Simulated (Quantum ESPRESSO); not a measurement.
# MgS (F-43m): a worked LO-TO splitting

How high does the longitudinal optical mode of MgS (F-43m) lie, given the transverse one, the Born charge and ε∞?

Calculated with Quantum ESPRESSO 7.5; DFT LDA, scalar-relativistic, plane waves, PseudoDojo norm-conserving pseudopotentials.

## (1) Set-up

It takes space group F-43m (No. 216, cubic). Conventional cell: a = 5.596 Å, b = 5.596 Å, c = 5.596 Å, α = 90.00°, β = 90.00°, γ = 90.00°. Mg has 4 S at 2.42 Å nearest. Nearest to S lie 4 Mg at 2.42 Å. Farther neighbours and most contacts between anions are not listed.

As a file:

```cif
data_structure
_symmetry_space_group_name_H-M 'P 1'
_symmetry_Int_Tables_number 1
_cell_length_a 3.9572
_cell_length_b 3.9572
_cell_length_c 3.9572
_cell_angle_alpha 60.000
_cell_angle_beta 60.000
_cell_angle_gamma 60.000
_cell_volume 43.82
loop_
_atom_site_label
_atom_site_type_symbol
_atom_site_fract_x
_atom_site_fract_y
_atom_site_fract_z
_atom_site_occupancy
Mg1 Mg 0.00000 0.00000 0.00000 1
S2 S 0.75000 0.75000 0.75000 1
```

This is the cell after its relaxation at this level of theory, not the database cell from which that began.

## (2) What the response run gave

A linear-response run on the relaxed cell, with the response to an electric field; only its zone-centre results are used. Cutoff 92 Ry, k mesh 8×8×8.

Output:

```text
[banners, grids, parts of the stress and lines that vanish by symmetry left out]
Program PHONON v.7.5
     Reading xml data from directory:

[...]
Exchange-correlation= PW
                           (   1   4   0   0   0   0   0)
[...]
kinetic-energy cut-off    =      92.0000  Ry
     charge density cut-off    =     368.0000  Ry
     convergence threshold     =      1.0E-18
[...]
Exchange-correlation= PW
                           (   1   4   0   0   0   0   0)
[...]
q = (   0.0000000   0.0000000   0.0000000 )
     25 Sym.Ops. (with q -> -q+G )
     G cutoff = 1042.5336  (  35149 G-vectors)     FFT grid: ( 45, 45, 45)
     number of k points=    29
[...]
Mode symmetry, T_d (-43m)  point group:
[...]
Dielectric constant
[...]
End of electric fields calculation
          Dielectric constant in cartesian axis
          (       4.212889341      -0.000000000      -0.000000000 )
          (      -0.000000000       4.212889341      -0.000000000 )
          (       0.000000000      -0.000000000       4.212889341 )
          Effective charges (d Force / dE) in cartesian axis without acoustic sum rule applied (asr)
           atom    1  Mg    Mean Z*:        1.87394
      Ex  (        1.87394        0.00000        0.00000 )
      Ey  (        0.00000        1.87394       -0.00000 )
      Ez  (        0.00000       -0.00000        1.87394 )
           atom    2  S     Mean Z*:       -1.87641
      Ex  (       -1.87641       -0.00000        0.00000 )
      Ey  (       -0.00000       -1.87641        0.00000 )
      Ez  (        0.00000        0.00000       -1.87641 )
          Effective charges Sum: Mean:       -0.00247
[...]
Effective charges (d Force / dE) in cartesian axis with asr applied:
           atom    1  Mg    Mean Z*:        1.87517
[...]
atom    2  S     Mean Z*:       -1.87517
[...]
Representation #   1 modes #   1   2   3
[...]
End of self-consistent calculation
     Convergence has been achieved
     Representation #   2 modes #   4   5   6
[...]
End of self-consistent calculation
     Convergence has been achieved
[...]
Dielectric constant in cartesian axis
          (       4.212889341      -0.000000000      -0.000000000 )
          (      -0.000000000       4.212889341      -0.000000000 )
          (       0.000000000      -0.000000000       4.212889341 )
          Effective charges (d Force / dE) in cartesian axis without acoustic sum rule applied (asr)
           atom    1  Mg    Mean Z*:        1.87394
      Ex  (        1.87394        0.00000        0.00000 )
      Ey  (        0.00000        1.87394       -0.00000 )
      Ez  (        0.00000       -0.00000        1.87394 )
           atom    2  S     Mean Z*:       -1.87641
      Ex  (       -1.87641       -0.00000        0.00000 )
      Ey  (       -0.00000       -1.87641        0.00000 )
      Ez  (        0.00000        0.00000       -1.87641 )
          Effective charges Sum: Mean:       -0.00247
[...]
Effective charges (d Force / dE) in cartesian axis with asr applied:
           atom    1  Mg    Mean Z*:        1.87517
[...]
atom    2  S     Mean Z*:       -1.87517
[...]
q = (    0.000000000   0.000000000   0.000000000 )
[...]
freq (    1) =       0.144435 [THz] =       4.817834 [cm-1]
     freq (    2) =       0.144435 [THz] =       4.817834 [cm-1]
     freq (    3) =       0.144435 [THz] =       4.817834 [cm-1]
     freq (    4) =      10.293667 [THz] =     343.359756 [cm-1]
     freq (    5) =      10.293667 [THz] =     343.359756 [cm-1]
     freq (    6) =      10.293667 [THz] =     343.359756 [cm-1]
[...]
Mode symmetry, T_d (-43m)  point group:
     freq (   1-   3) =          4.8  [cm-1]   --> T_2  G_15 P_4   I+R
     freq (   4-   6) =        343.4  [cm-1]   --> T_2  G_15 P_4   I+R

   JOB DONE.
```

| quantity | value |
| --- | --- |
| cell volume Ω (Å³) | 43.817 |
| mass of Mg (u) | 24.305 |
| mass of S (u) | 32.060 |
| Born charge of Mg, raw (e) | 1.874 |
| Born charge of S, raw (e) | -1.876 |
| ε∞ | 4.213 |
| ω(TO) after the sum rule (cm⁻¹) | 343.3 |

## (3) The calculation

The charges must sum to zero over the cell; taking off their mean, -0.001 e, leaves Z* = 1.875 e on Mg. In the polar mode Mg moves against S, so the reduced mass is μ = 24.30 × 32.06 / 56.37 = 13.825 u.

A longitudinal wave builds up a field that adds to the restoring force: ω(LO)² = ω(TO)² + 4π Z*² / (μ Ω ε∞), in Hartree atomic units. With μ = 25201 electron masses and Ω = 295.69 bohr³ the second term is 1.4075e-06 Ha², or 67798 cm⁻² (1 Ha = 219474.6 cm⁻¹).

So ω(LO) = √(117869 + 67798) = 430.9 cm⁻¹, and by the Lyddane-Sachs-Teller relation ε₀ = ε∞ (ω(LO)/ω(TO))² = 6.64.

## (4) Check against the program

The analysis program adds the same non-analytic term to the full matrix, here for q along (1 0 0).

Output:

```text
[banner, memory and clock lines left out]
Program DYNMAT v.7.5

     Reading Dynamical Matrix from file g.dyn
     ...Force constants read
     ...epsilon and Z* read

     Polarizability (A^3 units)
     multiply by 0.482867 for Clausius-Mossotti correction
        11.202946   -0.000000    0.000000
        -0.000000   11.202946   -0.000000
        -0.000000   -0.000000   11.202946

     IR activities are in (D/A)^2/amu units

# mode   [cm-1]    [THz]      IR
    1     -0.00   -0.0000    0.0000
    2     -0.00   -0.0000    0.0000
    3      0.00    0.0000    0.0000
    4    343.32   10.2923    5.8682
    5    343.32   10.2923    5.8682
    6    430.89   12.9177    5.8682
```

ε₀ comes from the program's run without a direction of q.

| quantity | by hand | program |
| --- | --- | --- |
| ω(LO) (cm⁻¹) | 430.9 | 430.9 |
| ε₀ | 6.64 | 6.64 |

## (5) Summary of results

```json
{
 "TO mode": "343.3 cm⁻¹",
 "LO mode": "430.9 cm⁻¹",
 "static dielectric constant": "6.636"
}
```

What this shows: The LO mode of MgS (F-43m) lies at 431 cm⁻¹, 88 cm⁻¹ above the TO mode; the formula meets the program within 0.1 cm⁻¹, as it must for a cubic crystal with one polar mode. ω(LO)² − ω(TO)² goes with Z*²/ε∞: an error of 5 % in ε∞ would move the LO mode by 3.8 cm⁻¹, and semilocal functionals tend to overestimate ε∞. These are harmonic values at zero temperature, at the volume of this functional, for the structure held cubic; stability elsewhere in the zone is no part of this calculation.

[Host names and launcher messages were left out of these logs when they were recorded.]

[Logs are printed without paths, hosts, clocks, repeated set-up lines and the standing remarks that a program may print on its own settings, such as how far it seeks lower states.]

[Hosts, paths, dates, database ids (printed as entryN), source tags and the programs' standing remarks are cut or masked in the printed files.]
